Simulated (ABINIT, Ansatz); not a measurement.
An input for ABINIT 10.8.3 (CrF6 (R-3)):

```
acell 3*1.0 Angstrom
rprim 
  2.402403871812 1.387028522093 4.369215055800
  -2.402403871812 1.387028522093 4.369215055800
  0.000000000000 -2.774057044186 4.369215055800
ntypat 2
znucl 24 9
natom 7
typat 1 2 2 2 2 2 2
xred 
  0.000000000000 0.000000000000 0.000000000000
  0.368598720000 0.081843300000 0.779004130000
  0.081843300000 0.779004130000 0.368598720000
  0.220995870000 0.631401280000 0.918156700000
  0.918156700000 0.220995870000 0.631401280000
  0.631401280000 0.918156700000 0.220995870000
  0.779004130000 0.368598720000 0.081843300000
pp_dirpath "pseudos"
pseudos "Cr.upf, F.upf"
ecut 43
ngkpt 2 2 2
nshiftk 1
shiftk 0 0 0
kptopt 1
chksymbreak 0
istwfk *1
occopt 1
irdwfk 1
optdriver 3
nband 70
ecuteps 3.6
inclvkb 2
awtr 1
symchi 1
indata_prefix "in"
outdata_prefix "out"
tmpdata_prefix "tmp"
```

```sh
OMP_NUM_THREADS=1 mpirun -n 4 abinit run.abi > log
```

Question: How long will it take on 4 MPI ranks of Arm Neoverse V1, shared host, and how much memory?

It took 16 s; on shared hardware allow 8.1 s to 32 s. Peak host memory was 1.2 GiB.

[Paths, hosts, dates, memory and timing lines, banners, echoed tables and standing remarks are left out of the program output.]

[Logs are printed without paths, hosts, clocks, repeated set-up lines and the standing remarks that a program may print on its own settings, such as how far it seeks lower states.]

[Runs of the session that timed out or met a known fault of the program may be left out.]

[Hosts, paths, dates, database ids (printed as entryN), source tags and the programs' standing remarks are cut or masked in the printed files.]

[G0W0 gaps are taken among the corrected bands and points alone; a level outside them can change the order at an edge.]

[Where Ansatz stands beside ABINIT at settings called matched, ABINIT's density can come from a denser mesh and the files from another edition; pairs whose starting gaps differed by over 0.03 eV were left out, so agreement reads better than it is.]
